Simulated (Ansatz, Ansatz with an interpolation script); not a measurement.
# From a coarse GW mesh to bands everywhere: SiO2 (Imma), part 2 of 2

G0W0 gives levels on a mesh alone; what do the bands of SiO2 (Imma) look like between the points?

Ansatz 0.2.0; LDA, Wannier functions and G0W0, plane waves, PAW. Known limits of the many-body steps: not at the basis limit.

So far. Step 3 (Wannier functions (O:2p Si:3s Si:3p) on 8×8×8): Near the gap the model misses directly solved bands by 1.1 meV r.m.s. and by 13 meV at most in the window tested. This tests the starting bands, not the corrections carried with them. Step 4 (G0W0 at every point of the mesh: 4×4×4 mesh, 1429 empty …): The gap on the mesh goes from 5.42 eV to 8.77 eV, a correction of +3.35 eV.

## (5) Interpolating the corrections

A script adds the corrections, carried to the Wannier functions and back, to the LDA levels, along the path and on a 13×13×13 mesh.

```
G0W0 gap over the zone     : 8.773 eV
valence top at             : Γ
conduction bottom at       : Γ
starting gap over the zone : 5.418 eV
least direct G0W0 gap      : 8.773 eV
G0W0 gap on the mesh       : 8.773 eV
valence width, start       : 9.991 eV
valence width, G0W0        : 10.40 eV
gap by a rigid shift       : 8.773 eV
```

Levels solved directly plus the interpolated quasiparticle correction. Limits: finite bands, cutoff and mesh. Quasiparticle bands along the path, in eV, zero at the valence-band top of each set:

| point | band 29 | band 30 | band 31 | band 32 | band 33 |
| --- | --- | --- | --- | --- | --- |
| Γ | -1.17 | -0.78 | -0.46 | 0.00 | 8.77 |
| halfway | -0.69 | -0.62 | -0.34 | -0.01 | 9.42 |
| X | -0.62 | -0.26 | -0.23 | -0.02 | 10.97 |
| halfway | -0.89 | -0.31 | -0.22 | -0.21 | 11.00 |
| F0 | -1.32 | -0.66 | -0.53 | -0.20 | 11.25 |
| jump to Σ0 | -1.32 | -0.66 | -0.53 | -0.20 | 11.25 |
| halfway | -1.44 | -1.02 | -0.60 | -0.29 | 9.63 |
| Γ | -1.17 | -0.78 | -0.46 | 0.00 | 8.77 |
| halfway | -0.62 | -0.53 | -0.46 | -0.13 | 9.41 |
| Λ0 | -0.62 | -0.27 | -0.22 | -0.03 | 10.80 |
| jump to G0 | -0.62 | -0.27 | -0.22 | -0.03 | 10.80 |
| halfway | -0.62 | -0.26 | -0.23 | -0.03 | 10.91 |
| X | -0.62 | -0.26 | -0.23 | -0.02 | 10.97 |
| jump to Γ | -1.17 | -0.78 | -0.46 | 0.00 | 8.77 |
| halfway | -1.07 | -1.06 | -0.44 | -0.30 | 9.49 |
| R | -0.99 | -0.94 | -0.81 | -0.22 | 11.04 |
| halfway | -0.99 | -0.95 | -0.68 | -0.28 | 11.20 |
| W | -0.97 | -0.97 | -0.45 | -0.45 | 11.42 |
| halfway | -0.83 | -0.81 | -0.42 | -0.32 | 10.30 |
| S | -0.61 | -0.59 | -0.34 | -0.16 | 9.93 |
| halfway | -0.82 | -0.68 | -0.43 | -0.06 | 9.13 |
| Γ | -1.17 | -0.78 | -0.46 | 0.00 | 8.77 |
| halfway | -1.26 | -0.89 | -0.38 | -0.35 | 9.48 |
| T | -1.09 | -1.09 | -0.43 | -0.43 | 11.07 |
| halfway | -1.03 | -1.03 | -0.44 | -0.44 | 11.22 |
| W | -0.97 | -0.97 | -0.45 | -0.45 | 11.42 |

The same for LDA:

| point | band 29 | band 30 | band 31 | band 32 | band 33 |
| --- | --- | --- | --- | --- | --- |
| Γ | -1.06 | -0.72 | -0.43 | 0.00 | 5.42 |
| X | -0.56 | -0.24 | -0.21 | -0.02 | 7.33 |
| F0 | -1.20 | -0.59 | -0.48 | -0.18 | 7.96 |
| Σ0 | -1.20 | -0.59 | -0.48 | -0.18 | 7.96 |
| Γ | -1.06 | -0.72 | -0.43 | 0.00 | 5.42 |
| Λ0 | -0.56 | -0.24 | -0.21 | -0.03 | 7.28 |
| G0 | -0.56 | -0.24 | -0.21 | -0.03 | 7.28 |
| X | -0.56 | -0.24 | -0.21 | -0.02 | 7.33 |
| Γ | -1.06 | -0.72 | -0.43 | 0.00 | 5.42 |
| R | -0.89 | -0.85 | -0.74 | -0.20 | 7.58 |
| W | -0.88 | -0.88 | -0.41 | -0.41 | 7.91 |
| S | -0.56 | -0.54 | -0.31 | -0.14 | 6.38 |
| Γ | -1.06 | -0.72 | -0.43 | 0.00 | 5.42 |
| T | -0.98 | -0.98 | -0.40 | -0.40 | 7.61 |

Minima of the lowest conduction band, from levels solved directly at the displaced points, plus the interpolated correction; masses are left empty at degenerate points, on flat bands and where the interpolated correction rules the curvature; G0W0 masses are rough. Conduction valleys, by row:

| point | k (reciprocal lattice) | valleys in the zone | G0W0 level above the valence top (eV) | LDA level above the valence top (eV) | G0W0 principal masses (m_e) | LDA principal masses (m_e) |
| --- | --- | --- | --- | --- | --- | --- |
| Γ | 0.000 0.000 0.000 | 1 | 8.773 | 5.418 | 0.587 0.667 0.678 | 0.602 0.645 0.647 |

Second differences of levels solved directly at the displaced points, plus the interpolated correction, at the quasiparticle band edges; no spin-orbit coupling; left empty where the band is flat or the interpolated correction rules the curvature. Effective masses, by row:

| carrier | point | Cartesian direction | band | LDA mass (m_e) | G0W0 mass (m_e) |
| --- | --- | --- | --- | --- | --- |
| hole | Γ | 100 | 32 | 0.857 | 0.764 |
| hole | Γ | 010 | 32 | 5.522 | 5.101 |
| hole | Γ | 001 | 32 | 1.699 | 1.905 |
| hole | Γ | 110 | 32 | 1.49 | 1.333 |
| hole | Γ | 111 | 32 | 1.416 | 1.356 |
| electron | Γ | 100 | 33 | 0.602 | 0.587 |
| electron | Γ | 010 | 33 | 0.647 | 0.667 |
| electron | Γ | 001 | 33 | 0.645 | 0.678 |
| electron | Γ | 110 | 33 | 0.623 | 0.625 |
| electron | Γ | 111 | 33 | 0.63 | 0.641 |

The density of states has structure finer than the step of the table below, so its rows give means over 1 eV, whole bins alone (the curve runs from -11 to 11.7 eV). Peaks (eV: height): G0W0 -7.5: 3.14, -5.9: 11.6, -3.7: 11.5, -3.0: 11.0, -2.2: 14.5, -0.4: 9.54; LDA -5.6: 12.1, -3.4: 11.9, -2.7: 11.9, -2.0: 15.2, -0.3: 10.4, 9.4: 8.09, 11.1: 7.68.

Wannier model on a dense mesh, Gaussian width 0.15 eV. Limits: finite bands, cutoff and mesh. The density of states by energy, zero at the valence-band top of each set; means over each step; values in states/eV/cell:

| energy (eV) | G0W0 | LDA |
| --- | --- | --- |
| -10 | 1.09 | 0.385 |
| -9 | 2.24 | 1.91 |
| -8 | 2.08 | 2.16 |
| -7 | 1.95 | 2.16 |
| -6 | 7.80 | 5.93 |
| -5 | 0.837 | 3.45 |
| -4 | 3.63 | 0.877 |
| -3 | 6.66 | 7.46 |
| -2 | 12.1 | 12.3 |
| -1 | 6.04 | 7.42 |
| 0 | 3.56 | 3.92 |
| 1 | 0 | 0 |
| 2 | 0 | 0 |
| 3 | 0 | 0 |
| 4 | 0 | 0 |
| 5 | 0 | 0.0214 |
| 6 | 0 | 0.709 |
| 7 | 0 | 1.44 |
| 8 | 3.4e-5 | 3.29 |
| 9 | 0.321 | 6.34 |
| 10 | 1.08 | 6.55 |
| 11 | 2.02 | 6.95 |

Corrections by starting level (eV, on the run's own energy scale, so only their differences matter):

| start | correction |
| --- | --- |
| -9.54 | −2.44 |
| -7.80 | −2.42 |
| -6.02 | −2.35 |
| -5.63 | −2.33 |
| -5.22 | −2.30 |
| -3.32 | −2.33 |
| -2.67 | −2.30 |
| -2.30 | −2.25 |
| -2.03 | −2.24 |
| -1.77 | −2.18 |
| -1.47 | −2.17 |
| -1.00 | −2.13 |
| -0.40 | −2.07 |
| -0.10 | −2.04 |
| 6.09 | +1.36 |
| 8.03 | +1.36 |
| 8.84 | +1.79 |

## (6) What came out

```yaml
lda_gap: 5.42 eV
g0w0_gap_over_the_zone: 8.77 eV, direct
least_direct_g0w0_gap_in_the_model: 8.77 eV
gw_settings: 4×4×4 mesh, 1429 empty bands, screening to 200 eV
known_limits: not at the basis limit
```

The Wannier model follows the LDA bands to 1 meV r.m.s. near the gap. The G0W0 gap over the zone is 8.77 eV, direct, from Γ to Γ; on the mesh alone it is 8.77 eV, nearly the same. The valence width in the model goes from 9.99 eV to 10.40 eV. At the band edge the lightest electron mass is 0.60 m_e at the start and 0.59 m_e in G0W0; the G0W0 masses rest on corrections from the 4×4×4 mesh alone and are rough. Bands and cutoff are finite, so the gap is not at the basis limit. The miss can reach some tenths of an eV and take either sign; the mesh is an error of its own. Above the frozen window of the model the interpolated levels need not meet the computed ones, even at points of the mesh.

[Paths, hosts, dates, memory and timing lines, banners, echoed tables and standing remarks are left out of the program output.]

[Logs are printed without paths, hosts, clocks, repeated set-up lines and the standing remarks that a program may print on its own settings, such as how far it seeks lower states.]

[Runs of the session that timed out or met a known fault of the program may be left out.]

[Hosts, paths, dates, database ids (printed as entryN), source tags and the programs' standing remarks are cut or masked in the printed files.]
